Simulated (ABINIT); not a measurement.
# HfCdS3 (Pm-3m): zone-centre phonons, part 3 of 4

Which modes does HfCdS3 (Pm-3m) have at the zone centre?

ABINIT 10.8.3; DFT PBE, scalar-relativistic, plane waves, SPMS norm-conserving pseudopotentials.

So far. Step 4 (Relaxation): The volume changes by +0.1 % in this run and stands +0.3 % from the first cell. Step 6 (Linear response at Γ): The acoustic modes at Γ come out as far as 7.9 cm⁻¹ from zero, where they should vanish, a small numerical error. The lowest optical mode is imaginary, 131i cm⁻¹, an instability at this level and on this k mesh. The relaxed cell has a = 4.952 Å (conventional setting).

The structure was built from a prototype and need not be the compound's stable phase.

## (7) Modes with the sum rule

anaddb reads the merged derivatives and imposes the acoustic sum rule.

The input, anaddb.abi:

```
ddb_filepath "gamma_DDB"
output_file "anaddb.abo"
outdata_prefix "anaddb"
asr 1
chneut 1
enunit 2
eivec 1
nph1l 1
qph1l 0.0 0.0 0.0 1.0
```

The input, mrgddb.in:

```
gamma_DDB
merged
2
dfpt_gammao_DDB
gso_DDB
```

Command:

```
$ mrgddb < mrgddb.in > mrgddb.log
$ OMP_NUM_THREADS=1 anaddb anaddb.abi > anaddb.log
```

anaddb.abo, the main output file:

```text
-outvars_anaddb: echo values of input variables ----------------------

 Miscellaneous information :
      enunit         2
       eivec         1
         asr         1
 First list of wavevector (reduced coord.) :
       nph1l         1
       qph1l
                     0.00000000E+00  0.00000000E+00  0.00000000E+00    1.000E+00

================================================================================

 read the DDB information and perform some checks

  ==== Info on the Cryst% object ====
 Real(R)+Recip(G) space primitive vectors, cartesian coordinates (Bohr,Bohr^-1):
 R(1)=  9.3574930  0.0000000  0.0000000  G(1)=  0.1068662  0.0000000  0.0000000
 R(2)=  0.0000000  9.3574930  0.0000000  G(2)=  0.0000000  0.1068662  0.0000000
 R(3)=  0.0000000  0.0000000  9.3574930  G(3)=  0.0000000  0.0000000  0.1068662
 Unit cell volume ucvol=  8.1936713E+02 bohr^3
 Angles (23,13,12)=  9.00000000E+01  9.00000000E+01  9.00000000E+01 degrees
 Time-reversal symmetry is present
 Reduced atomic positions [iatom, xred, symbol]:
    1)    0.0000000  0.0000000  0.0000000  Cd
    2)    0.5000000  0.5000000  0.5000000  Hf
    3)    0.5000000  0.5000000  0.0000000   S
    4)    0.5000000  0.0000000  0.5000000   S
    5)    0.0000000  0.5000000  0.5000000   S

 DDB file with 3 blocks has been read.

================================================================================

 Treat the first list of vectors

  Phonon wavevector (reduced coordinates) :  0.00000  0.00000  0.00000
 Phonon energies in Hartree :
  -5.983351E-04 -5.983351E-04 -5.983351E-04 -4.754896E-04 -4.754896E-04
  -4.754896E-04 -1.364609E-04 -1.364609E-04 -1.364609E-04  0.000000E+00
   0.000000E+00  0.000000E+00  1.519545E-03  1.519545E-03  1.519545E-03
 Phonon energies in meV     :
- -1.628153E+01 -1.628153E+01 -1.628153E+01 -1.293873E+01 -1.293873E+01
- -1.293873E+01 -3.713290E+00 -3.713290E+00 -3.713290E+00  0.000000E+00
-  0.000000E+00  0.000000E+00  4.134893E+01  4.134893E+01  4.134893E+01
 Phonon frequencies in cm-1    :
- -1.313194E+02 -1.313194E+02 -1.313194E+02 -1.043579E+02 -1.043579E+02
- -1.043579E+02 -2.994970E+01 -2.994970E+01 -2.994970E+01  0.000000E+00
-  0.000000E+00  0.000000E+00  3.335016E+02  3.335016E+02  3.335016E+02
 Phonon frequencies in Thz     :
- -3.936856E+00 -3.936856E+00 -3.936856E+00 -3.128571E+00 -3.128571E+00
- -3.128571E+00 -8.978694E-01 -8.978694E-01 -8.978694E-01  0.000000E+00
-  0.000000E+00  0.000000E+00  9.998127E+00  9.998127E+00  9.998127E+00
 Phonon energies in Kelvin  :
- -1.889393E+02 -1.889393E+02 -1.889393E+02 -1.501477E+02 -1.501477E+02
- -1.501477E+02 -4.309094E+01 -4.309094E+01 -4.309094E+01  0.000000E+00
-  0.000000E+00  0.000000E+00  4.798344E+02  4.798344E+02  4.798344E+02

 Eigendisplacements
 (will be given, for each mode : in cartesian coordinates
   for each atom the real part of the displacement vector,
   then the imaginary part of the displacement vector - absolute values smaller than 1.0d-7 are set to zero)
  Mode number    1   Energy   -5.983351E-04
 Attention : low frequency mode.
   (Could be unstable or acoustic mode)
-  1  0.00000000E+00  0.00000000E+00  0.00000000E+00
-     0.00000000E+00  0.00000000E+00  0.00000000E+00
-  2  0.00000000E+00  0.00000000E+00  0.00000000E+00
-     0.00000000E+00  0.00000000E+00  0.00000000E+00
-  3  0.00000000E+00  0.00000000E+00  0.00000000E+00
-     0.00000000E+00  0.00000000E+00  0.00000000E+00
-  4  0.00000000E+00  0.00000000E+00  2.92470830E-03
-     0.00000000E+00  0.00000000E+00  0.00000000E+00
-  5  0.00000000E+00  0.00000000E+00 -2.92470830E-03
-     0.00000000E+00  0.00000000E+00  0.00000000E+00
  Mode number    2   Energy   -5.983351E-04
 Attention : low frequency mode.
   (Could be unstable or acoustic mode)
-  1  0.00000000E+00  0.00000000E+00  0.00000000E+00
-     0.00000000E+00  0.00000000E+00  0.00000000E+00
-  2  0.00000000E+00  0.00000000E+00  0.00000000E+00
-     0.00000000E+00  0.00000000E+00  0.00000000E+00
-  3  0.00000000E+00 -2.92470830E-03  0.00000000E+00
-     0.00000000E+00  0.00000000E+00  0.00000000E+00
-  4  0.00000000E+00  0.00000000E+00  0.00000000E+00
-     0.00000000E+00  0.00000000E+00  0.00000000E+00
-  5  0.00000000E+00  2.92470830E-03  0.00000000E+00
-     0.00000000E+00  0.00000000E+00  0.00000000E+00
  Mode number    3   Energy   -5.983351E-04
 Attention : low frequency mode.
   (Could be unstable or acoustic mode)
-  1  0.00000000E+00  0.00000000E+00  0.00000000E+00
-     0.00000000E+00  0.00000000E+00  0.00000000E+00
-  2  0.00000000E+00  0.00000000E+00  0.00000000E+00
-     0.00000000E+00  0.00000000E+00  0.00000000E+00
-  3  2.92470830E-03  0.00000000E+00  0.00000000E+00
-     0.00000000E+00  0.00000000E+00  0.00000000E+00
-  4 -2.92470830E-03  0.00000000E+00  0.00000000E+00
-     0.00000000E+00  0.00000000E+00  0.00000000E+00
-  5  0.00000000E+00  0.00000000E+00  0.00000000E+00
-     0.00000000E+00  0.00000000E+00  0.00000000E+00
  Mode number    4   Energy   -4.754896E-04
 Attention : low frequency mode.
   (Could be unstable or acoustic mode)
-  1  0.00000000E+00  0.00000000E+00  1.22847370E-03
-     0.00000000E+00  0.00000000E+00  0.00000000E+00
-  2  0.00000000E+00  0.00000000E+00  2.17808944E-04
-     0.00000000E+00  0.00000000E+00  0.00000000E+00
-  3  0.00000000E+00  0.00000000E+00 -8.73585347E-04
-     0.00000000E+00  0.00000000E+00  0.00000000E+00
-  4  0.00000000E+00  0.00000000E+00 -2.32272758E-03
-     0.00000000E+00  0.00000000E+00  0.00000000E+00
-  5  0.00000000E+00  0.00000000E+00 -2.32272758E-03
-     0.00000000E+00  0.00000000E+00  0.00000000E+00
  Mode number    5   Energy   -4.754896E-04
 Attention : low frequency mode.
   (Could be unstable or acoustic mode)
-  1  0.00000000E+00  1.22847370E-03  0.00000000E+00
-     0.00000000E+00  0.00000000E+00  0.00000000E+00
-  2  0.00000000E+00  2.17808944E-04  0.00000000E+00
-     0.00000000E+00  0.00000000E+00  0.00000000E+00
-  3  0.00000000E+00 -2.32272758E-03  0.00000000E+00
-     0.00000000E+00  0.00000000E+00  0.00000000E+00
-  4  0.00000000E+00 -8.73585347E-04  0.00000000E+00
-     0.00000000E+00  0.00000000E+00  0.00000000E+00
-  5  0.00000000E+00 -2.32272758E-03  0.00000000E+00
-     0.00000000E+00  0.00000000E+00  0.00000000E+00
  Mode number    6   Energy   -4.754896E-04
 Attention : low frequency mode.
   (Could be unstable or acoustic mode)
-  1  1.22847370E-03  0.00000000E+00  0.00000000E+00
-     0.00000000E+00  0.00000000E+00  0.00000000E+00
-  2  2.17808944E-04  0.00000000E+00  0.00000000E+00
-     0.00000000E+00  0.00000000E+00  0.00000000E+00
-  3 -2.32272758E-03  0.00000000E+00  0.00000000E+00
-     0.00000000E+00  0.00000000E+00  0.00000000E+00
-  4 -2.32272758E-03  0.00000000E+00  0.00000000E+00
-     0.00000000E+00  0.00000000E+00  0.00000000E+00
-  5 -8.73585347E-04  0.00000000E+00  0.00000000E+00
-     0.00000000E+00  0.00000000E+00  0.00000000E+00
  Mode number    7   Energy   -1.364609E-04
 Attention : low frequency mode.
   (Could be unstable or acoustic mode)
-  1  0.00000000E+00  0.00000000E+00  1.39782420E-03
-     0.00000000E+00  0.00000000E+00  0.00000000E+00
-  2  0.00000000E+00  0.00000000E+00 -1.20324264E-03
-     0.00000000E+00  0.00000000E+00  0.00000000E+00
-  3  0.00000000E+00  0.00000000E+00 -2.65336014E-04
-     0.00000000E+00  0.00000000E+00  0.00000000E+00
-  4  0.00000000E+00  0.00000000E+00  1.03171618E-03
-     0.00000000E+00  0.00000000E+00  0.00000000E+00
-  5  0.00000000E+00  0.00000000E+00  1.03171618E-03
-     0.00000000E+00  0.00000000E+00  0.00000000E+00
  Mode number    8   Energy   -1.364609E-04
 Attention : low frequency mode.
   (Could be unstable or acoustic mode)
-  1  0.00000000E+00  1.39782420E-03  0.00000000E+00
-     0.00000000E+00  0.00000000E+00  0.00000000E+00
-  2  0.00000000E+00 -1.20324264E-03  0.00000000E+00
-     0.00000000E+00  0.00000000E+00  0.00000000E+00
-  3  0.00000000E+00  1.03171618E-03  0.00000000E+00
-     0.00000000E+00  0.00000000E+00  0.00000000E+00
-  4  0.00000000E+00 -2.65336014E-04  0.00000000E+00
-     0.00000000E+00  0.00000000E+00  0.00000000E+00
-  5  0.00000000E+00  1.03171618E-03  0.00000000E+00
-     0.00000000E+00  0.00000000E+00  0.00000000E+00
  Mode number    9   Energy   -1.364609E-04
 Attention : low frequency mode.
   (Could be unstable or acoustic mode)
-  1  1.39782420E-03  0.00000000E+00  0.00000000E+00
-     0.00000000E+00  0.00000000E+00  0.00000000E+00
-  2 -1.20324264E-03  0.00000000E+00  0.00000000E+00
-     0.00000000E+00  0.00000000E+00  0.00000000E+00
-  3  1.03171618E-03  0.00000000E+00  0.00000000E+00
-     0.00000000E+00  0.00000000E+00  0.00000000E+00
-  4  1.03171618E-03  0.00000000E+00  0.00000000E+00
-     0.00000000E+00  0.00000000E+00  0.00000000E+00
-  5 -2.65336014E-04  0.00000000E+00  0.00000000E+00
-     0.00000000E+00  0.00000000E+00  0.00000000E+00
  Mode number   10   Energy    0.000000E+00
 Attention : low frequency mode.
   (Could be unstable or acoustic mode)
-  1  0.00000000E+00  0.00000000E+00 -1.19038543E-03
-     0.00000000E+00  0.00000000E+00  0.00000000E+00
-  2  0.00000000E+00  0.00000000E+00 -1.19050238E-03
-     0.00000000E+00  0.00000000E+00  0.00000000E+00
-  3  0.00000000E+00  0.00000000E+00 -1.19044863E-03
-     0.00000000E+00  0.00000000E+00  0.00000000E+00
-  4  0.00000000E+00  0.00000000E+00 -1.19038108E-03
-     0.00000000E+00  0.00000000E+00  0.00000000E+00
-  5  0.00000000E+00  0.00000000E+00 -1.19038108E-03
-     0.00000000E+00  0.00000000E+00  0.00000000E+00
  Mode number   11   Energy    0.000000E+00
 Attention : low frequency mode.
   (Could be unstable or acoustic mode)
-  1  0.00000000E+00  1.19038543E-03  0.00000000E+00
-     0.00000000E+00  0.00000000E+00  0.00000000E+00
-  2  0.00000000E+00  1.19050238E-03  0.00000000E+00
-     0.00000000E+00  0.00000000E+00  0.00000000E+00
-  3  0.00000000E+00  1.19038108E-03  0.00000000E+00
-     0.00000000E+00  0.00000000E+00  0.00000000E+00
-  4  0.00000000E+00  1.19044863E-03  0.00000000E+00
-     0.00000000E+00  0.00000000E+00  0.00000000E+00
-  5  0.00000000E+00  1.19038108E-03  0.00000000E+00
-     0.00000000E+00  0.00000000E+00  0.00000000E+00
  Mode number   12   Energy    0.000000E+00
 Attention : low frequency mode.
   (Could be unstable or acoustic mode)
-  1  1.19038543E-03  0.00000000E+00  0.00000000E+00
-     0.00000000E+00  0.00000000E+00  0.00000000E+00
-  2  1.19050238E-03  0.00000000E+00  0.00000000E+00
-     0.00000000E+00  0.00000000E+00  0.00000000E+00
-  3  1.19038108E-03  0.00000000E+00  0.00000000E+00
-     0.00000000E+00  0.00000000E+00  0.00000000E+00
-  4  1.19038108E-03  0.00000000E+00  0.00000000E+00
-     0.00000000E+00  0.00000000E+00  0.00000000E+00
-  5  1.19044863E-03  0.00000000E+00  0.00000000E+00
-     0.00000000E+00  0.00000000E+00  0.00000000E+00
  Mode number   13   Energy    1.519545E-03
-  1  0.00000000E+00  0.00000000E+00  6.99885107E-06
-     0.00000000E+00  0.00000000E+00  0.00000000E+00
-  2  0.00000000E+00  0.00000000E+00 -4.01147677E-04
-     0.00000000E+00  0.00000000E+00  0.00000000E+00
-  3  0.00000000E+00  0.00000000E+00  3.85449280E-03
-     0.00000000E+00  0.00000000E+00  0.00000000E+00
-  4  0.00000000E+00  0.00000000E+00 -8.23049102E-04
-     0.00000000E+00  0.00000000E+00  0.00000000E+00
-  5  0.00000000E+00  0.00000000E+00 -8.23049102E-04
-     0.00000000E+00  0.00000000E+00  0.00000000E+00
  Mode number   14   Energy    1.519545E-03
-  1  0.00000000E+00 -6.99885106E-06  0.00000000E+00
-     0.00000000E+00  0.00000000E+00  0.00000000E+00
-  2  0.00000000E+00  4.01147677E-04  0.00000000E+00
-     0.00000000E+00  0.00000000E+00  0.00000000E+00
-  3  0.00000000E+00  8.23049100E-04  0.00000000E+00
-     0.00000000E+00  0.00000000E+00  0.00000000E+00
-  4  0.00000000E+00 -3.85449279E-03  0.00000000E+00
-     0.00000000E+00  0.00000000E+00  0.00000000E+00
-  5  2.15392322E-07  8.23049100E-04  0.00000000E+00
-     0.00000000E+00  0.00000000E+00  0.00000000E+00
  Mode number   15   Energy    1.519545E-03
-  1  6.99885106E-06  0.00000000E+00  0.00000000E+00
-     0.00000000E+00  0.00000000E+00  0.00000000E+00
-  2 -4.01147677E-04  0.00000000E+00  0.00000000E+00
-     0.00000000E+00  0.00000000E+00  0.00000000E+00
-  3 -8.23049100E-04  0.00000000E+00  0.00000000E+00
-     0.00000000E+00  0.00000000E+00  0.00000000E+00
-  4 -8.23049100E-04  2.15392322E-07  0.00000000E+00
-     0.00000000E+00  0.00000000E+00  0.00000000E+00
-  5  3.85449279E-03  0.00000000E+00  0.00000000E+00
-     0.00000000E+00  0.00000000E+00  0.00000000E+00

 Analysis of degeneracies and characters (maximum tolerance=1.00E-06 a.u.)
 For each vibration mode, or group of modes if degenerate,
 the characters are given for each symmetry operation (see the list in the log file).
 Symmetry characters of vibration mode #   1
       degenerate with vibration modes #   2 to    3
  3.0 -3.0 -1.0  1.0 -1.0  1.0 -1.0  1.0 -1.0  1.0  1.0 -1.0 -1.0  1.0  1.0 -1.0
  0.0 -0.0  0.0 -0.0 -0.0  0.0 -0.0  0.0 -1.0  1.0  1.0 -1.0  1.0 -1.0 -1.0  1.0
  0.0 -0.0 -0.0  0.0 -0.0  0.0  0.0 -0.0 -1.0  1.0 -1.0  1.0  1.0 -1.0  1.0 -1.0
 Symmetry characters of vibration mode #   4
       degenerate with vibration modes #   5 to    6
  3.0 -3.0 -1.0  1.0 -1.0  1.0 -1.0  1.0  1.0 -1.0 -1.0  1.0  1.0 -1.0 -1.0  1.0
 -0.0  0.0 -0.0  0.0  0.0 -0.0  0.0 -0.0  1.0 -1.0 -1.0  1.0 -1.0  1.0  1.0 -1.0
 -0.0  0.0  0.0 -0.0  0.0 -0.0 -0.0  0.0  1.0 -1.0  1.0 -1.0 -1.0  1.0 -1.0  1.0
 Symmetry characters of vibration mode #   7
       degenerate with vibration modes #   8 to    9
  3.0 -3.0 -1.0  1.0 -1.0  1.0 -1.0  1.0  1.0 -1.0 -1.0  1.0  1.0 -1.0 -1.0  1.0
  0.0 -0.0  0.0 -0.0 -0.0  0.0 -0.0  0.0  1.0 -1.0 -1.0  1.0 -1.0  1.0  1.0 -1.0
  0.0 -0.0 -0.0  0.0 -0.0  0.0  0.0 -0.0  1.0 -1.0  1.0 -1.0 -1.0  1.0 -1.0  1.0
 Symmetry characters of vibration mode #  10
       degenerate with vibration modes #  11 to   12
  3.0 -3.0 -1.0  1.0 -1.0  1.0 -1.0  1.0  1.0 -1.0 -1.0  1.0  1.0 -1.0 -1.0  1.0
 -0.0  0.0 -0.0  0.0  0.0 -0.0  0.0 -0.0  1.0 -1.0 -1.0  1.0 -1.0  1.0  1.0 -1.0
 -0.0  0.0  0.0 -0.0  0.0 -0.0 -0.0  0.0  1.0 -1.0  1.0 -1.0 -1.0  1.0 -1.0  1.0
 Symmetry characters of vibration mode #  13
       degenerate with vibration modes #  14 to   15
  3.0 -3.0 -1.0  1.0 -1.0  1.0 -1.0  1.0  1.0 -1.0 -1.0  1.0  1.0 -1.0 -1.0  1.0
  0.0 -0.0  0.0 -0.0 -0.0  0.0 -0.0  0.0  1.0 -1.0 -1.0  1.0 -1.0  1.0  1.0 -1.0
  0.0 -0.0 -0.0  0.0 -0.0  0.0  0.0 -0.0  1.0 -1.0  1.0 -1.0 -1.0  1.0 -1.0  1.0
-
```

Elapsed: 0.54 s, on 1 thread of Arm Neoverse N1, shared host.

No LO-TO term; unit eigenvectors of the mass-weighted matrix, from anaddb's displacements. The modes at Γ (shares of kinetic energy by element, %) (negative means imaginary):

```tsv
mode	frequency (cm⁻¹)	symmetry	Cd %	Hf %	S %
1	-131.3	T2u	0	0	100
2	-131.3	T2u	0	0	100
3	-131.3	T2u	0	0	100
4	-104.4	T1u	31	2	68
5	-104.4	T1u	31	2	68
6	-104.4	T1u	31	2	68
7	-29.9	T1u	40	47	13
8	-29.9	T1u	40	47	13
9	-29.9	T1u	40	47	13
10	0.0	acoustic	29	46	25
11	0.0	acoustic	29	46	25
12	0.0	acoustic	29	46	25
13	333.5	T1u	0	5	95
14	333.5	T1u	0	5	95
15	333.5	T1u	0	5	95
```

Displacements in mode 1 (-131.3 cm⁻¹), the largest set to 1:
```
Cd1  0.00  0.00  0.00
Hf2  0.00  0.00  0.00
S3   0.00  0.00  0.00
S4   0.00  0.00  1.00
S5   0.00  0.00 -1.00
```

Displacements in mode 13 (333.5 cm⁻¹), the largest set to 1:
```
Cd1  0.00  0.00  0.00
Hf2  0.00  0.00 -0.10
S3   0.00  0.00  1.00
S4   0.00  0.00 -0.21
S5   0.00  0.00 -0.21
```

The rule also moves an optical mode by 1.7 cm⁻¹.

(Continued in part 4 of 4.)

[Host names and launcher messages were left out of these logs when they were recorded.]

[Logs are printed without paths, hosts, clocks, repeated set-up lines and the standing remarks that a program may print on its own settings, such as how far it seeks lower states.]

[Hosts, paths, dates, database ids (printed as entryN), source tags and the programs' standing remarks are cut or masked in the printed files.]
